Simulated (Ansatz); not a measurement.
# 1T-IrSeTe bilayer (like faces together) in a perpendicular field, part 2 of 2

Wanted: the out-of-plane response of the 1T-IrSeTe bilayer (like faces together). A positive field points along +c.

Ansatz 0.2.0; plane-wave DFT, PBE-D3(BJ), Ansatz PAW.

So far. Step 10 (Relaxing in the field, field -0.1 V/Å): The dipole is -0.0752 e·Å, -0.0740 e·Å from its value without field.

**11. Response, atoms relaxed**

This step: plane-wave DFT, PBE-D3(BJ), Ansatz PAW; response to a field along the normal, atoms relaxed (Ansatz 0.2.0).

The same analysis on the two relaxed runs holds the ionic part too; their mesh is coarser, so small differences from the held value can come from that.

This step gave:

| Property | Result |
| --- | --- |
| equivalent conductor thickness p/(ε₀AE) | 11.11 Å |

The dipole of the cell by applied field:

```csv
applied field (V/Å),dipole of the cell (e·Å)
-0.1000,-0.0752
0.1000,0.0724
```

Local field over the applied field, running mean. From the potentials at -0.1 and 0.1 V/Å; running mean over 2.5 Å. Table of local field over applied field by z:

```csv
z (Å),local field over applied field
4.5,0.996
5.0,0.989
5.5,0.971
6.0,0.931
6.5,0.850
7.0,0.715
7.5,0.531
8.0,0.372
8.5,0.178
9.0,0.0658
9.5,0.0407
10.0,0.0492
10.5,0.00922
11.0,0.0384
11.5,0.0320
12.0,-0.00931
12.5,-0.0293
13.0,-0.0143
13.5,-0.0172
14.0,-0.0233
14.5,0.00312
15.0,0.0413
15.5,0.0164
16.0,0.0149
16.5,0.0511
17.0,0.0337
17.5,0.0901
18.0,0.253
18.5,0.433
19.0,0.590
19.5,0.780
20.0,0.887
20.5,0.949
21.0,0.979
21.5,0.992
22.0,0.997
```

The induced electron density oscillates, so the rows of the table below give means over windows of 1 Å about each position, cut where the curve ends. Its maxima inside the range that stand out by 2 % of the span (Å: e/Å³ per V/Å): 7.6: 0.00284, 9.4: 0.00699, 10.1: 0.00662, 11.7: 8.1e-4, 14.3: 7.2e-4, 15.4: 0.00471, 17.7: 0.00828. Its minima: 8.6: -0.00468, 9.8: 0.00496, 11.0: -0.00621, 12.0: -0.00254, 14.6: 3.0e-4, 17.0: -0.0104, 18.7: -0.00259.

Electrons, planar mean, per unit field. Table of induced electron density by z; means over each step:

z (Å), induced electron density (e/Å³ per V/Å) and a bar from the least value:
```
        5     0.0001 ###############
        6     0.0004 ################
        7     0.0018 ####################
        8     0.0011 ##################
        9     0.0012 ##################
       10     0.0054 ##############################
       11    -0.0031 ######
       12    -0.0010 ############
       13    -0.0001 ###############
       14     0.0003 ################
       15     0.0024 ######################
       16    -0.0028 #######
       17    -0.0054 
       18     0.0029 #######################
       19    -0.0021 #########
       20    -0.0007 #############
       21    -0.0001 ###############
       22     0.0000 ###############
```

The induced dipole is that of a conductor 11.11 Å thick.

**12. The same run with other settings**

This step: plane-wave DFT, PBE-D3(BJ), Ansatz PAW (Ansatz 0.2.0).

An input spoilt on purpose, to show how the run answers: it repeats the earlier run at 0.1 V/Å with efield.axis from 3 to 2, and scf.max_iter set to 60.

The input, input.yaml:

```yaml
crystal:
  lattice:
    - [3.7264898123, 0.0, 0.0]
    - [-1.8632449062, 3.2272348444, 0.0]
    - [0.0, 0.0, 26.3206174528]
  atoms:
    - { symbol: Te, position: [0.6666666667, 0.3333333333, 0.3419372671] }
    - { symbol: Ir, position: [0.0, 0.0, 0.4015769515] }
    - { symbol: Se, position: [0.3333333333, 0.6666666667, 0.4494035825] }
    - { symbol: Te, position: [0.0, 0.0, 0.6580627329] }
    - { symbol: Ir, position: [0.3333333333, 0.6666666667, 0.5988006962] }
    - { symbol: Se, position: [0.6666666667, 0.3333333333, 0.5505044231] }
kpoints:
  mp_grid: { grid: [18, 18, 1] }
  band_path:
    path: [[0, 0, 0], [0.5, 0, 0], [0.33333333, 0.33333333, 0], [0, 0, 0]]
    npoints: 16
hamiltonian:
  xc: pbe
  dispersion: d3bj
scf:
  occupations: { method: fermi_dirac, width: 0.05 }
  convergence: { dr2_threshold: 1.0e-10 }
  max_iter: 60
efield:
  axis: 2
  dipole_correction: true
  ramp_position: 0.965
  ramp_width: 0.0699
  amplitude: 0.1
output:
  write_potential: true
  write_density: true
  volumetric_format: npy
```

Started as:

```bash
$ ansatz run input.yaml --threads 4 --pin off --max-ram 12288MiB --backend cpu --events-out ev --progress --plain --runs-dir out
```

Run time: 0.31 s. Hardware: 4 threads of Arm Neoverse V2, shared host; peak memory 0.76 GiB.

The input was rejected at the start.

The program's message: “Error: efield: ion 1 (Ir) at fractional coordinate 0.0000 along the field axis lies inside the sawtooth ramp with 2 of the planes that the density is read on at each end, [0.8850, 0.1149] — the ramp m …”

The fault put into the input: the field along an axis without vacuum.

**13. Varying the input**

Another changed input: it repeats the earlier run at 0.1 V/Å with scf.n_extra_bands to 2 and crystal.symmetry to detect: false.

input.yaml: that of step 12 with these lines changed.

```diff
@@ -12,2 +12,3 @@
     - { symbol: Se, position: [0.6666666667, 0.3333333333, 0.5505044231] }
+  symmetry: { detect: false }
 kpoints:
@@ -23,5 +24,5 @@
   convergence: { dr2_threshold: 1.0e-10 }
-  max_iter: 60
+  n_extra_bands: 2
 efield:
-  axis: 2
+  axis: 3
   dipole_correction: true
```

Wall time 90 s (4 threads); peak memory 2.7 GiB.

This step gave:

| Item | Value |
| --- | --- |
| energy at zero smearing | -48772.0472 eV |
| dipole along the normal | 0.07255 e·Å |

Electronic bands along the path, in eV, zero at the Fermi level:

```csv
point,band 47,band 48,band 49,band 50,band 51
Γ,0.03,0.27,0.27,0.42,3.24
halfway,-0.17,-0.13,0.13,0.21,1.48
M,-1.31,-1.24,-1.15,-1.11,2.59
halfway,-1.03,-0.99,-0.53,-0.35,1.70
K,-0.70,-0.63,-0.32,-0.26,1.30
halfway,-0.41,-0.34,-0.01,0.47,1.66
Γ,0.03,0.27,0.27,0.42,3.24
```

```csv
quantity,this run,earlier run,difference
dipole along the normal (e·Å),0.07255,0.07255,-5.8e-7
```

The dipole moves by under 0.5 % or 5e-5 e·Å.

Of the bands kept, 5 cross the Fermi level on this path.

**14. Summary of results**

| Property | Result |
| --- | --- |
| gap without field | none |
| work function, upper face | 4.79 eV |
| equivalent conductor thickness, atoms held | 11.1 Å |
| equivalent conductor thickness, atoms relaxed | 11.1 Å |

In words: The induced dipole equals that of a perfect conductor 11.10 Å thick, while the outer atoms lie 8.32 Å apart. There is no gap over 0.03 eV, with or without the field. The first relaxation ran with spin and lost its moment, and the later runs have none; other magnetic states were not tried. Spin-orbit coupling is left out, which matters for the bands of elements this heavy.

[Logs are printed without paths, hosts, clocks, repeated set-up lines and the standing remarks that a program may print on its own settings, such as how far it seeks lower states.]

[Hosts, paths, dates, database ids (printed as entryN), source tags and the programs' standing remarks are cut or masked in the printed files.]

[Maps of the electrostatic potential energy from Ansatz leave out the sawtooth potential of an applied field or a dipole correction, so their vacuum need not be flat; planar profiles and work functions include it.]
